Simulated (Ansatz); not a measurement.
**A hypothetical structure for AlSn3B4**

This structure for AlSn3B4 is made up. Its elements were placed in a known structure type with a cell scaled to their sizes. What cell does the guess relax to, and how far off was it?

Main program and level: Ansatz 0.2.0; DFT, r2SCAN, plane-wave PAW, files of the set soft_1, scalar-relativistic, no spin, cell and ions relaxed at zero pressure; PAW set soft_1, in the first sound run; inputs show where later runs differ.

## 1. Starting point

It takes space group Pm (No. 6, monoclinic). Conventional cell: a = 5.320 Å, b = 3.278 Å, c = 5.560 Å, α = 90.00°, β = 90.09°, γ = 90.00°. Sn has 4 B at 1.96 to 2.06 Å nearest. Sn has 4 B at 1.99 to 2.01 Å nearest. Nearest to Sn lie 4 B at 2.01 to 2.03 Å. Nearest to Al lie 4 B at 1.91 to 1.96 Å. B has 1 Al at 1.95 Å and 3 Sn at 1.99 to 2.02 Å nearest. Nearest to B lie 4 Sn at 2.00 to 2.03 Å. Farther neighbours are not listed.

Coordinates:

```cif
data_structure
_symmetry_space_group_name_H-M 'Pm'
_symmetry_Int_Tables_number 6
_cell_length_a 5.3200
_cell_length_b 3.2780
_cell_length_c 5.5600
_cell_angle_alpha 90.000
_cell_angle_beta 90.090
_cell_angle_gamma 90.000
_cell_volume 96.96
loop_
_atom_site_label
_atom_site_type_symbol
_atom_site_symmetry_multiplicity
_atom_site_Wyckoff_symbol
_atom_site_fract_x
_atom_site_fract_y
_atom_site_fract_z
_atom_site_occupancy
Sn1 Sn 1 a 0.00250 0.00000 0.82630 1
Sn2 Sn 1 a 0.49650 0.00000 0.17040 1
Sn3 Sn 1 b 0.48940 0.50000 0.66080 1
Al1 Al 1 b 0.00070 0.50000 0.33560 1
B1 B 1 b 0.63380 0.50000 0.32540 1
B2 B 1 a 0.62590 0.00000 0.83050 1
B3 B 1 a 0.11910 0.00000 0.18040 1
B4 B 1 b 0.11180 0.50000 0.66230 1
```

## 2. Relaxation of the guess

The guessed cell has no reason to be at equilibrium. It is relaxed with the atoms, within the space group of the guess.

input.yaml

```yaml
crystal:
  lattice:
    - [5.32, 0.0, 0.0]
    - [0.0, 3.278, 0.0]
    - [-0.008733624, 0.0, 5.559993141]
  atoms:
    - { symbol: Sn, position: [0.0025, 0.0, 0.8263] }
    - { symbol: Sn, position: [0.4965, 0.0, 0.1704] }
    - { symbol: Sn, position: [0.4894, 0.5, 0.6608] }
    - { symbol: Al, position: [0.0007, 0.5, 0.3356] }
    - { symbol: B, position: [0.6338, 0.5, 0.3254] }
    - { symbol: B, position: [0.6259, 0.0, 0.8305] }
    - { symbol: B, position: [0.1191, 0.0, 0.1804] }
    - { symbol: B, position: [0.1118, 0.5, 0.6623] }
kpoints:
  mp_grid: { grid: [5, 8, 5] }
scf:
  occupations: { method: fermi_dirac, width: 0.05 }
hamiltonian:
  xc: r2scan
  pseudopotentials: { kind: paw, azcp: { folder: soft_1 } }
relax:
  f_tol: 0.015
  max_steps: 70
  cell: {}
output:
  forces: true
  stress: true
```

Started as:

```sh
ansatz run input.yaml --threads 4 --pin off --max-ram 10240MiB --backend cpu --events-out ev --progress --plain --runs-dir out
```

Numbers of over 12 decimals in the logs are rounded to 6 here.

Log:

```text
Engine: ansatz 0.2.0, aarch64-unknown-linux-gnu
Pseudopotentials: kind: paw
Pseudopotential: Sn, paw, valence charge 14, recommended cutoff 500 eV (meta_gga), soft_1/Sn.paw.azcp
Pseudopotential: Al, paw, valence charge 3, recommended cutoff 500 eV (meta_gga), soft_1/Al.paw.azcp
Pseudopotential: B, paw, valence charge 3, recommended cutoff 500 eV (meta_gga), soft_1/B.paw.azcp
Functional definition: r2SCAN
  parameter k0 = 0.174
  parameter k1 = 0.065
  parameter a1 = 4.9479
  exchange = r2scan_x(k0 = k0, k1 = k1, a1 = a1)
  correlation = r2scan_c
Crystal: 8 atoms, lattice volume = 96.960 Å³
Basis set: ecut = 500 eV, 2457 PW (Γ), exchange–correlation on 160×96×180 points (64 copies of the dense FFT grid, shifted against one another)
Bands: 37, of which v1, the nominal top of the filled ones, is band 29 counted from 1 (28 counted from 0)
Symmetry: 2 space group operations
Space group: Pm (ITA 6), of the structure as read, at distance tolerance 4.6e-5 Å
k-points: 65 of 200 (time reversal used)
Non-local potential: Sn, projectors of the file, l = 0: 2, l = 1: 2, l = 2: 2, l = 3: 1
Non-local potential: Al, projectors of the file, l = 0: 2, l = 1: 2, l = 2: 1
Non-local potential: B, projectors of the file, l = 0: 2, l = 1: 2, l = 2: 1
PAW form: soft (Blöchl's): semilocal exchange-correlation on the pseudo side does not see the compensation charge
PAW frozen core: Sn, regenerated for the run's functional (the file was generated under x = pbe(κ = 0.804, μ = 0.219515), c = pbe(β = 0.066725))
PAW frozen core: Al, regenerated for the run's functional (the file was generated under x = pbe(κ = 0.804, μ = 0.219515), c = pbe(β = 0.066725))
PAW frozen core: B, regenerated for the run's functional (the file was generated under x = pbe(κ = 0.804, μ = 0.219515), c = pbe(β = 0.066725))
PAW one-centre angular grid: Sn, 590 points (default); XC on 160 Gauss nodes
PAW one-centre angular grid: Al, 302 points (default); XC on 160 Gauss nodes
PAW one-centre angular grid: B, 302 points (default); XC on 223 of its mesh's 2233 points in the sphere
Initial density: superposition of atomic densities (chi_scale 0.1, normalization cell, long waves kept (reshape's long-wave potential 0.01 eV rms))
Initial wavefunctions: pseudopotential atomic-orbital guess
Functional: x = r2scan, c = r2scan; τ floored in thin density (d = 2e-4 eV/Å³)
SCF iter   1: F=—  HF=-19271.095819 eV  |F-HF|=—  |Δ(HF+E_count)|=         —  Δρ=9.37e-2  dr2=1.39e1  dr2_τ=1.25e0  ethr=3.10e-3  ⟨swp⟩=7.7  Hψ=11855  notcnv=0  defer=24
preconditioner: auto → Kerker (q_TF=auto, 2.497 Å⁻¹)  [metal: Δε(μ)=0.015 eV  Ē_g=18.156 eV  σ=0.050 eV  W_gap=0.07  n_scr=22 (ndim 8)  ℏωp=28.5 eV  f_vac=0.000  D(μ)=5.07/eV (n_scr^D=46)]
SCF iter   2: F=—  HF=-19268.557145 eV  |F-HF|=—  |Δ(HF+E_count)|=    2.54e0  Δρ=5.21e-2  dr2=4.05e0  dr2_τ=3.40e-2  ethr=3.10e-3  ⟨swp⟩=3.0  Hψ=4515  notcnv=0  defer=140
SCF iter   3: F=—  HF=-19267.762787 eV  |F-HF|=—  |Δ(HF+E_count)|=   7.94e-1  Δρ=1.03e-2  dr2=2.00e-1  dr2_τ=1.86e-2  ethr=3.10e-3  ⟨swp⟩=3.1  Hψ=3912  notcnv=0  defer=140
SCF iter   4: F=—  HF=-19267.782108 eV  |F-HF|=—  |Δ(HF+E_count)|=   1.93e-2  Δρ=4.46e-3  dr2=2.09e-2  dr2_τ=5.69e-4  ethr=3.51e-4  ⟨swp⟩=2.9  Hψ=3427  notcnv=0  defer=138
SCF iter   5: F=—  HF=-19267.789477 eV  |F-HF|=—  |Δ(HF+E_count)|=   7.37e-3  Δρ=1.47e-3  dr2=3.45e-3  dr2_τ=2.33e-4  ethr=3.66e-5  ⟨swp⟩=2.1  Hψ=3411  notcnv=0  defer=140
SCF iter   6: F=—  HF=-19267.789566 eV  |F-HF|=—  |Δ(HF+E_count)|=   8.90e-5  Δρ=4.14e-4  dr2=2.33e-4  dr2_τ=7.37e-6  ethr=6.06e-6  ⟨swp⟩=2.8  Hψ=4106  notcnv=0  defer=140
SCF iter   7: F=—  HF=-19267.789582 eV  |F-HF|=—  |Δ(HF+E_count)|=   1.65e-5  Δρ=1.05e-4  dr2=1.75e-5  dr2_τ=9.71e-7  ethr=4.09e-7  ⟨swp⟩=2.9  Hψ=4218  notcnv=0  defer=140
SCF iter   8: F=—  HF=-19267.789586 eV  |F-HF|=—  |Δ(HF+E_count)|=   3.64e-6  Δρ=3.47e-5  dr2=1.86e-6  dr2_τ=7.11e-8  ethr=3.06e-8  ⟨swp⟩=2.9  Hψ=4366  notcnv=0  defer=140
SCF iter   9: F=—  HF=-19267.789586 eV  |F-HF|=—  |Δ(HF+E_count)|=   2.38e-7  Δρ=1.23e-5  dr2=2.60e-7  dr2_τ=4.45e-9  ethr=3.26e-9  ⟨swp⟩=2.0  Hψ=3889  notcnv=0  defer=140
SCF iter  10: F=-19267.789586 eV  HF=-19267.789586 eV  |F-HF|=9.27e-9  |Δ(HF+E_count)|=   4.24e-9  Δρ=3.69e-6  dr2=2.45e-8  dr2_τ=4.13e-10  ethr=1.75e-10  ⟨swp⟩=5.0  Hψ=8580  notcnv=0
SCF 1 converged in 10 iterations: F = -19267.789586 eV  dr2 = 2.45e-8
  greatest PAW one-centre occupation: 0.990 electrons in one spin orbital (limit 2), on the Sn atom at site 1 (counted from 0), in its partial waves of l = 2
relax step   1: F+E_penalty+E_count = -19267.78958618 eV  Δ(F+E_penalty+E_count) = +0.000e0 eV  max|allowed force component| = 1.551e0 eV/Å  Δτ_max = 0.0000 Å  P = +76.855 GPa  Ω = 96.960 Å³  (10 SCF iters, dr2 threshold 1.00e-7 eV, accepted)
Crystal: 8 atoms, lattice volume = 110.883 Å³
Basis set: ecut = 500 eV, 2801 PW (Γ), exchange–correlation on 160×96×180 points (64 copies of the dense FFT grid, shifted against one another)
Initial density: handed on by an earlier stage of this run
Initial wavefunctions: those handed on with the density
iter 1 solved again at ethr=1.13e-3 eV; its pass at ethr=3.10e-3 eV (dr2=6.44e-1 eV) is discarded
SCF iter   1: F=—  HF=-19272.282802 eV  |F-HF|=—  |Δ(HF+E_count)|=         —  Δρ=1.85e-2  dr2=6.56e-1  dr2_τ=2.52e-1  ethr=1.13e-3  ⟨swp⟩=1.8  Hψ=15251  notcnv=0
preconditioner: auto → Kerker (q_TF=auto, 2.442 Å⁻¹)  [metal: Δε(μ)=0.015 eV  Ē_g=18.505 eV  σ=0.050 eV  W_gap=0.07  n_scr=32 (ndim 8)  ℏωp=26.6 eV  f_vac=0.000  D(μ)=6.11/eV (n_scr^D=66)]
SCF iter   2: F=—  HF=-19272.802802 eV  |F-HF|=—  |Δ(HF+E_count)|=   5.20e-1  Δρ=1.27e-2  dr2=3.07e-1  dr2_τ=9.21e-4  ethr=1.13e-3  ⟨swp⟩=3.2  Hψ=3810  notcnv=0
SCF iter   3: F=—  HF=-19272.722425 eV  |F-HF|=—  |Δ(HF+E_count)|=   8.04e-2  Δρ=3.87e-3  dr2=2.14e-2  dr2_τ=2.39e-3  ethr=5.39e-4  ⟨swp⟩=3.1  Hψ=4325  notcnv=0
SCF iter   4: F=—  HF=-19272.719260 eV  |F-HF|=—  |Δ(HF+E_count)|=   3.17e-3  Δρ=1.30e-3  dr2=1.80e-3  dr2_τ=3.91e-5  ethr=3.76e-5  ⟨swp⟩=2.0  Hψ=3745  notcnv=0
SCF iter   5: F=—  HF=-19272.719641 eV  |F-HF|=—  |Δ(HF+E_count)|=   3.80e-4  Δρ=3.99e-4  dr2=3.49e-4  dr2_τ=2.07e-5  ethr=3.16e-6  ⟨swp⟩=2.0  Hψ=3275  notcnv=0
SCF iter   6: F=—  HF=-19272.719645 eV  |F-HF|=—  |Δ(HF+E_count)|=   4.65e-6  Δρ=1.00e-4  dr2=2.13e-5  dr2_τ=6.67e-7  ethr=6.12e-7  ⟨swp⟩=2.3  Hψ=2970  notcnv=0
SCF iter   7: F=—  HF=-19272.719644 eV  |F-HF|=—  |Δ(HF+E_count)|=   7.47e-7  Δρ=2.55e-5  dr2=1.22e-6  dr2_τ=7.49e-8  ethr=3.74e-8  ⟨swp⟩=2.0  Hψ=3164  notcnv=0
[...]
relax step   7: F+E_penalty+E_count = -19275.98546762 eV  Δ(F+E_penalty+E_count) = -4.933e-2 eV  max|allowed force component| = 6.008e-2 eV/Å  Δτ_max = 0.0430 Å  P = +0.356 GPa  Ω = 139.841 Å³  energy of the carried Pulay correction = -3.764e-3 eV  (12 SCF iters, accepted)
relax step   8: F+E_penalty+E_count = -19275.99221897 eV  Δ(F+E_penalty+E_count) = -6.751e-3 eV  max|allowed force component| = 5.915e-2 eV/Å  Δτ_max = 0.0221 Å  P = +0.050 GPa  Ω = 140.045 Å³  energy of the carried Pulay correction = -3.779e-3 eV  (6 SCF iters, dr2 threshold 8.00e-7 eV, accepted)
relax step   9: F+E_penalty+E_count = -19276.00999699 eV  Δ(F+E_penalty+E_count) = -1.778e-2 eV  max|allowed force component| = 1.759e-1 eV/Å  Δτ_max = 0.0685 Å  P = -0.873 GPa  Ω = 139.812 Å³  energy of the carried Pulay correction = -3.762e-3 eV  (7 SCF iters, dr2 threshold 8.00e-7 eV, accepted)
relax step  10: F+E_penalty+E_count = -19276.01709598 eV  Δ(F+E_penalty+E_count) = -7.099e-3 eV  max|allowed force component| = 1.174e-1 eV/Å  Δτ_max = 0.0323 Å  P = -0.600 GPa  Ω = 139.293 Å³  energy of the carried Pulay correction = -3.725e-3 eV  (6 SCF iters, dr2 threshold 8.00e-7 eV, accepted)
relax step  11: F+E_penalty+E_count = -19276.01874738 eV  Δ(F+E_penalty+E_count) = -1.651e-3 eV  max|allowed force component| = 1.244e-1 eV/Å  Δτ_max = 0.0595 Å  P = +0.298 GPa  Ω = 137.569 Å³  energy of the carried Pulay correction = -3.599e-3 eV  (7 SCF iters, dr2 threshold 8.00e-7 eV, accepted)
relax step  12: F+E_penalty+E_count = -19276.02277688 eV  Δ(F+E_penalty+E_count) = -4.029e-3 eV  max|allowed force component| = 4.452e-2 eV/Å  Δτ_max = 0.0268 Å  P = -0.025 GPa  Ω = 138.128 Å³  energy of the carried Pulay correction = -3.640e-3 eV  (6 SCF iters, dr2 threshold 8.00e-7 eV, accepted)
relax step  13: F+E_penalty+E_count = -19276.02161514 eV  Δ(F+E_penalty+E_count) = +1.162e-3 eV  max|allowed force component| = 6.046e-2 eV/Å  Δτ_max = 0.0210 Å  P = +0.012 GPa  Ω = 138.016 Å³  energy of the carried Pulay correction = -3.632e-3 eV  (6 SCF iters, dr2 threshold 1.24e-7 eV, rejected (line search))
relax step  14: F+E_penalty+E_count = -19276.02313359 eV  Δ(F+E_penalty+E_count) = -3.567e-4 eV  max|allowed force component| = 1.318e-2 eV/Å  Δτ_max = 0.0095 Å  P = -0.012 GPa  Ω = 138.115 Å³  energy of the carried Pulay correction = -3.639e-3 eV  (10 SCF iters, accepted)
relax step  15: F+E_penalty+E_count = -19276.04551042 eV  Δ(F+E_penalty+E_count) = -2.238e-2 eV  max|allowed force component| = 9.308e-3 eV/Å  Δτ_max = 0.0000 Å  P = +0.166 GPa  Ω = 138.115 Å³  stress off target by 3.79e-1 GPa  SCF on the basis re-selected at this cell (its energy is not comparable with the rows above)  (7 SCF iters)
relax step  16: F+E_penalty+E_count = -19276.04582542 eV  Δ(F+E_penalty+E_count) = -3.150e-4 eV  max|allowed force component| = 9.770e-3 eV/Å  Δτ_max = 0.0044 Å  P = +0.013 GPa  Ω = 138.193 Å³  energy of the carried Pulay correction = -6.010e-6 eV  (5 SCF iters, dr2 threshold 3.60e-7 eV, accepted)
iter 1 solved again at ethr=6.77e-7 eV; its pass at ethr=3.10e-3 eV (dr2=3.86e-4 eV) is discarded
SCF iter   1: F=—  HF=-19276.045828 eV  |F-HF|=—  |Δ(HF+E_count)|=         —  Δρ=1.58e-5  dr2=6.62e-8  dr2_τ=2.90e-9  ethr=6.77e-7  ⟨swp⟩=3.0  Hψ=17129  notcnv=0
eigensolver tolerance schedule: the retry pair's looser diagonalisation over-reported the residual by 5826.61 of it (diagonalisation noise at an unbounded share of the residual, at the tolerance the schedule requests for it); recorded, not acted on — ethr = c·dr2/N_el stays at c = 1.0e-1
SCF iter   2: F=—  HF=-19276.045830 eV  |F-HF|=—  |Δ(HF+E_count)|=   2.50e-6  Δρ=8.41e-6  dr2=3.34e-8  dr2_τ=1.24e-8  ethr=1.16e-10  ⟨swp⟩=4.1  Hψ=6306  notcnv=0
SCF iter   3: F=—  HF=-19276.045831 eV  |F-HF|=—  |Δ(HF+E_count)|=   6.84e-7  Δρ=3.00e-6  dr2=1.29e-8  dr2_τ=1.06e-9  ethr=5.86e-11  ⟨swp⟩=2.8  Hψ=3413  notcnv=0
SCF iter   4: F=—  HF=-19276.045831 eV  |F-HF|=—  |Δ(HF+E_count)|=   5.70e-8  Δρ=1.10e-6  dr2=1.18e-9  dr2_τ=1.88e-10  ethr=2.26e-11  ⟨swp⟩=2.0  Hψ=3274  notcnv=0
SCF iter   5: F=—  HF=-19276.045831 eV  |F-HF|=—  |Δ(HF+E_count)|=   8.26e-9  Δρ=4.49e-7  dr2=1.84e-10  dr2_τ=1.54e-11  ethr=2.07e-12  ⟨swp⟩=2.0  Hψ=3118  notcnv=0
SCF iter   6: F=-19276.045831 eV  HF=-19276.045831 eV  |F-HF|=3.64e-12  |Δ(HF+E_count)|=  3.06e-10  Δρ=1.53e-7  dr2=2.33e-11  dr2_τ=1.46e-12  ethr=1.00e-12  ⟨swp⟩=5.0  Hψ=7994  notcnv=0
SCF 17 converged in 6 iterations: F = -19276.045831 eV  dr2 = 2.33e-11
relax step  17: F+E_penalty+E_count = -19276.04583095 eV  Δ(F+E_penalty+E_count) = -5.529e-6 eV  max|allowed force component| = 9.769e-3 eV/Å  Δτ_max = 0.0000 Å  P = +0.013 GPa  Ω = 138.193 Å³  stress off target by 3.60e-2 GPa  SCF on the basis re-selected at this cell (its energy is not comparable with the rows above)  (6 SCF iters)
basis re-selected at this cell: Δ(F+E_penalty+E_count) = -5.529e-6 eV, ΔP = +0.000 GPa vs the last step (what re-selecting the basis moved, of the pressure what is left beyond the Pulay correction that the steps carried, after the strain that the cell walked since its last selection, with what the two solves' SCF thresholds leave and, on support functions, any second-order correction that the steps lacked; it is no m [...]
SCF converged after 6 iterations
Free energy (F): -19276.045831 eV
Harris-Foulkes:  -19276.045831 eV  (|F-HF|=3.64e-12)
Internal energy: -19276.023867 eV  (E = F + TS)
E sigma→0 (E₀):  -19276.034849 eV
Entropy (-TS):   -0.021964 eV (-2.746 meV/atom)
Fermi energy:    8.228712 eV
--- Per-component energies (eV) ---
  E_band       = -297.031100
  E_kinetic    = 701.102032
  E_local      = -3830.000333  (includes V_loc(G=0)·N_el)
  E_nonlocal   = 481.412533
  E_hartree    = 1892.973595
  E_xc         = -499.967949
  E_vxc        = -440.028701  (∫ρ·V_xc dr)
  E_paw        = -13980.829457  (= ΣΔE_a)
  E_vpaw       = -1019.998202  (= ΣTr[D̂ρ^β])
  E_aug_tail   = 0.000293  (compensation charges beyond the density's cutoff)
  E_vtau       = 24.534054  (kinetic-family band-sum trace: ∫τ·v_τ [+ j·A + Jᵃ·Aᵃ] dr)
  E_ewald      = -4042.786666
  E_core_change = 2.072087  (= ΣΔE_core)
  E_smearing   = -0.021964  (= −TS)
  E_closure    = 0.000000  (closes the sum)
  Σ components = -19276.045831   (vs F -19276.045831, Δ=0.00e0)
--- Forces (eV/Å), atoms counted from 1 ---
  atom   1  Sn     0.00693979    -0.00000000     0.00219203
  atom   2  Sn     0.00210463    -0.00000000     0.00179691
  atom   3  Sn     0.00514910    -0.00000000    -0.00213756
  atom   4  Al     0.00867812    -0.00000000     0.00247179
  atom   5  B     -0.00427240     0.00000000    -0.00174626
  atom   6  B     -0.00224598     0.00000000     0.00169958
  atom   7  B     -0.00656357     0.00000000    -0.00428471
  atom   8  B     -0.00976628     0.00000000     0.00001067
  max |Σ_I F_I| component: 2.34e-5 eV/Å
--- Stress (GPa, compression-positive) ---
        0.035455      -0.000000      -0.004234
       -0.000000      -0.002345       0.000000
       -0.004256       0.000000       0.004842
  P = ⅓ Tr σ = 0.0127 GPa (0.127 kbar)
--- Relaxed structure (15 steps of the walk, 13 accepted, 2 SCFs on fresh bases) ---
  F+E_penalty+E_count = -19276.04583095 eV   max|allowed force component| = 9.769e-3 eV/Å   (the final SCF, on the basis selected at the relaxed cell)
  cell:  # Å, volume = 138.1932 Å³
    - [6.576938, 4.3995780814305005e-18, 0.019814]
    - [2.7108678479190373e-18, 3.755198, 4.641684207179778e-18]
    - [0.00991069, 7.865789095213583e-18, 5.595418]
  atoms:
    - { symbol: Sn, position: [-0.018586, -2.059092433165825e-18, 0.820833] }
    - { symbol: Sn, position: [0.475922, 6.523875042924244e-18, 0.187722] }
    - { symbol: Sn, position: [0.479531, 0.5, 0.676184] }
    - { symbol: Al, position: [-0.024541, 0.5, 0.312054] }
    - { symbol: B, position: [0.654081, 0.5, 0.307335] }
    - { symbol: B, position: [0.639916, -5.056514848320708e-18, 0.817074] }
    - { symbol: B, position: [0.134190, 1.0917690160118734e-17, 0.209388] }
    - { symbol: B, position: [0.139187, 0.5, 0.661109] }
```

Run time: 3.9 min. Hardware: 4 threads of Arm Neoverse V2, shared host; peak memory 0.79 GiB.

Step by step:

```csv
step,energy less that of the first step (eV),largest force component (eV/Å),pressure (GPa),volume (Å³)
1,0.0000,1.5513,76.85,96.96
2,-4.9301,0.7345,38.15,110.88
3,-7.2480,0.3738,15.80,124.80
4,-7.9918,0.2966,4.93,135.34
5,-8.1466,0.1427,2.16,137.94
6,-8.1329,0.6670,-0.80,140.36
7,-8.1959,0.0601,0.36,139.84
8,-8.2026,0.0592,0.05,140.05
9,-8.2204,0.1759,-0.87,139.81
10,-8.2275,0.1174,-0.60,139.29
11,-8.2292,0.1244,0.30,137.57
12,-8.2332,0.0445,-0.02,138.13
13,-8.2320,0.0605,0.01,138.02
14,-8.2335,0.0132,-0.01,138.12
15*,-8.2559,0.0093,0.17,138.12
16,-8.2562,0.0098,0.01,138.19
17*,-8.2562,0.0098,0.01,138.19
```

Relaxation steps marked * repeat the geometry before them on a plane-wave basis chosen anew for their cell, so energy and pressure can jump there. Relaxation steps 6, 13 were tried and not accepted.

The run keeps the 2 symmetry operations that it works with, so distortions that break them were not tested.

```csv
cell as run,before,after,change
a (Å),5.320,6.577,+23.6 %
b (Å),3.278,3.755,+14.6 %
c (Å),5.560,5.595,+0.6 %
β (°),90.09,89.73,-0.4 %
volume (Å³/atom),12.12,17.27,+42.5 %
```

The atoms that moved most (Å, as changes of fractional coordinates times the final cell):

```csv
atom,dx,dy,dz,length
Al4,-0.166,0.000,-0.132,0.212
B7,0.100,0.000,0.163,0.191
B8,0.180,0.000,-0.006,0.180
B5,0.133,0.000,-0.101,0.167
Sn2,-0.135,0.000,0.097,0.166
Sn1,-0.139,0.000,-0.031,0.142
B6,0.092,0.000,-0.075,0.119
Sn3,-0.065,0.000,0.086,0.108
```

Numbers from this step:

- free energy: -19276.0458 eV
- energy at zero smearing: -19276.0348 eV
- smearing term TS: 0.02196 eV
- Fermi energy: 8.229 eV
- electrons: 57
- symmetry operations: 2
- pressure: 0.01265 GPa

The shortest distance of each pair, which need not be the same contact before and after:

```csv
pair,guess (Å),relaxed (Å)
Al–B,1.909,2.114
B–Sn,1.964,2.240
B–B,3.141,3.149
Sn–Sn,3.182,3.316
Al–Sn,3.164,3.329
```

The relaxation ends with a largest force component of 0.0098 eV/Å and a pressure of 0.01 GPa.

[end of part 1 of 2]

[Logs are printed without paths, hosts, clocks, repeated set-up lines and the standing remarks that a program may print on its own settings, such as how far it seeks lower states.]

[Hosts, paths, dates, database ids (printed as entryN), source tags and the programs' standing remarks are cut or masked in the printed files.]
